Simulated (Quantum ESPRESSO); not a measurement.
**SiC (Moissanite 3C): a worked LO-TO splitting**

How high does the longitudinal optical mode of SiC (Moissanite 3C) lie, given the transverse one, the Born charge and ε∞?

Method: DFT LDA, scalar-relativistic, plane waves, PseudoDojo norm-conserving pseudopotentials, in Quantum ESPRESSO 7.5.

## Step 1: The relaxed structure

The structure is cubic, space group F-43m (No. 216). The conventional cell has a = 4.326 Å, b = 4.326 Å, c = 4.326 Å, α = 90.00°, β = 90.00°, γ = 90.00°. Nearest to Si lie 4 C at 1.87 Å. C has 4 Si at 1.87 Å nearest. Farther neighbours are not listed.

Structure file:

```xyz
2
Lattice="-2.1628 0.0000 2.1628 0.0000 2.1628 2.1628 -2.1628 2.1628 0.0000" Properties=species:S:1:pos:R:3 pbc="T T T"
Si    0.0000    0.0000    0.0000
C    -1.0814    1.0814    1.0814
```

This is the cell after its relaxation at this level of theory, not the database cell from which that began.

## Step 2: What the response run gave

A linear-response run on the relaxed cell, with the response to an electric field; only its zone-centre results are used. Cutoff 90 Ry, k mesh 12×12×12.

Log:

```text
[banners, grids, parts of the stress and lines that vanish by symmetry left out]
Program PHONON v.7.5
     Reading xml data from directory:

[...]
Exchange-correlation= PW
                           (   1   4   0   0   0   0   0)
[...]
kinetic-energy cut-off    =      90.0000  Ry
     charge density cut-off    =     360.0000  Ry
     convergence threshold     =      1.0E-18
[...]
Exchange-correlation= PW
                           (   1   4   0   0   0   0   0)
[...]
q = (   0.0000000   0.0000000   0.0000000 )
     25 Sym.Ops. (with q -> -q+G )
     G cutoff =  609.2840  (  15665 G-vectors)     FFT grid: ( 36, 36, 36)
     number of k points=    72
[...]
Mode symmetry, T_d (-43m)  point group:
[...]
Dielectric constant
[...]
End of electric fields calculation
          Dielectric constant in cartesian axis
          (       6.878851277      -0.000000000       0.000000000 )
          (      -0.000000000       6.878851277       0.000000000 )
          (       0.000000000       0.000000000       6.878851277 )
          Effective charges (d Force / dE) in cartesian axis without acoustic sum rule applied (asr)
           atom    1  Si    Mean Z*:        2.72195
      Ex  (        2.72195        0.00000        0.00000 )
      Ey  (        0.00000        2.72195        0.00000 )
      Ez  (       -0.00000        0.00000        2.72195 )
           atom    2  C     Mean Z*:       -2.72347
      Ex  (       -2.72347       -0.00000        0.00000 )
      Ey  (       -0.00000       -2.72347       -0.00000 )
      Ez  (        0.00000       -0.00000       -2.72347 )
          Effective charges Sum: Mean:       -0.00151
[...]
Effective charges (d Force / dE) in cartesian axis with asr applied:
           atom    1  Si    Mean Z*:        2.72271
[...]
atom    2  C     Mean Z*:       -2.72271
[...]
Representation #   1 modes #   1   2   3
[...]
End of self-consistent calculation
     Convergence has been achieved
     Representation #   2 modes #   4   5   6
[...]
End of self-consistent calculation
     Convergence has been achieved
[...]
Dielectric constant in cartesian axis
          (       6.878851277      -0.000000000       0.000000000 )
          (      -0.000000000       6.878851277       0.000000000 )
          (       0.000000000       0.000000000       6.878851277 )
          Effective charges (d Force / dE) in cartesian axis without acoustic sum rule applied (asr)
           atom    1  Si    Mean Z*:        2.72195
      Ex  (        2.72195        0.00000        0.00000 )
      Ey  (        0.00000        2.72195        0.00000 )
      Ez  (       -0.00000        0.00000        2.72195 )
           atom    2  C     Mean Z*:       -2.72347
      Ex  (       -2.72347       -0.00000        0.00000 )
      Ey  (       -0.00000       -2.72347       -0.00000 )
      Ez  (        0.00000       -0.00000       -2.72347 )
          Effective charges Sum: Mean:       -0.00151
[...]
Effective charges (d Force / dE) in cartesian axis with asr applied:
           atom    1  Si    Mean Z*:        2.72271
[...]
atom    2  C     Mean Z*:       -2.72271
[...]
q = (    0.000000000   0.000000000   0.000000000 )
[...]
freq (    1) =      -0.028530 [THz] =      -0.951660 [cm-1]
     freq (    2) =      -0.028530 [THz] =      -0.951660 [cm-1]
     freq (    3) =      -0.028530 [THz] =      -0.951660 [cm-1]
     freq (    4) =      23.926420 [THz] =     798.099454 [cm-1]
     freq (    5) =      23.926420 [THz] =     798.099454 [cm-1]
     freq (    6) =      23.926420 [THz] =     798.099454 [cm-1]
[...]
Mode symmetry, T_d (-43m)  point group:
     freq (   1-   3) =         -1.0  [cm-1]   --> T_2  G_15 P_4   I+R
     freq (   4-   6) =        798.1  [cm-1]   --> T_2  G_15 P_4   I+R

   JOB DONE.
```

| quantity | value |
| --- | --- |
| cell volume Ω (Å³) | 20.233 |
| mass of Si (u) | 28.085 |
| mass of C (u) | 12.011 |
| Born charge of Si, raw (e) | 2.722 |
| Born charge of C, raw (e) | -2.724 |
| ε∞ | 6.879 |
| ω(TO) after the sum rule (cm⁻¹) | 798.1 |

## Step 3: The calculation

The charges must sum to zero over the cell; taking off their mean, -0.001 e, leaves Z* = 2.723 e on Si. In the polar mode Si moves against C, so the reduced mass is μ = 28.09 × 12.01 / 40.10 = 8.413 u.

A longitudinal wave builds up a field that adds to the restoring force: ω(LO)² = ω(TO)² + 4π Z*² / (μ Ω ε∞), in Hartree atomic units. With μ = 15336 electron masses and Ω = 136.54 bohr³ the second term is 6.4675e-06 Ha², or 311535 cm⁻² (1 Ha = 219474.6 cm⁻¹).

So ω(LO) = √(636964 + 311535) = 973.9 cm⁻¹, and by the Lyddane-Sachs-Teller relation ε₀ = ε∞ (ω(LO)/ω(TO))² = 10.24.

## Step 4: Check against the program

The analysis program adds the same non-analytic term to the full matrix, here for q along (1 0 0).

Log:

```text
[banner, memory and clock lines left out]
Program DYNMAT v.7.5

     Reading Dynamical Matrix from file g.dyn
     ...Force constants read
     ...epsilon and Z* read

     Polarizability (A^3 units)
     multiply by 0.337882 for Clausius-Mossotti correction
         9.465456   -0.000000    0.000000
        -0.000000    9.465456    0.000000
         0.000000    0.000000    9.465456

     IR activities are in (D/A)^2/amu units

# mode   [cm-1]    [THz]      IR
    1     -0.00   -0.0000    0.0000
    2     -0.00   -0.0000    0.0000
    3      0.00    0.0000    0.0000
    4    798.10   23.9265   20.3291
    5    798.10   23.9265   20.3291
    6    973.91   29.1970   20.3291
```

ε₀ comes from the program's run without a direction of q.

```
    quantity  by hand  program
ω(LO) (cm⁻¹)    973.9    973.9
          ε₀    10.24    10.24
```

## Step 5: What came out

| Property | Result |
| --- | --- |
| TO mode | 798.1 cm⁻¹ |
| LO mode | 973.9 cm⁻¹ |
| static dielectric constant | 10.24 |

What this shows: The LO mode of SiC (Moissanite 3C) lies at 974 cm⁻¹, 176 cm⁻¹ above the TO mode; the formula meets the program within 0.1 cm⁻¹, as it must for a cubic crystal with one polar mode. ω(LO)² − ω(TO)² goes with Z*²/ε∞: an error of 5 % in ε∞ would move the LO mode by 7.6 cm⁻¹, and semilocal functionals tend to overestimate ε∞. These are harmonic values at zero temperature, at the volume of this functional, for the structure held cubic; stability elsewhere in the zone is no part of this calculation.

[Host names and launcher messages were left out of these logs when they were recorded.]

[Logs are printed without paths, hosts, clocks, repeated set-up lines and the standing remarks that a program may print on its own settings, such as how far it seeks lower states.]

[Hosts, paths, dates, database ids (printed as entryN), source tags and the programs' standing remarks are cut or masked in the printed files.]
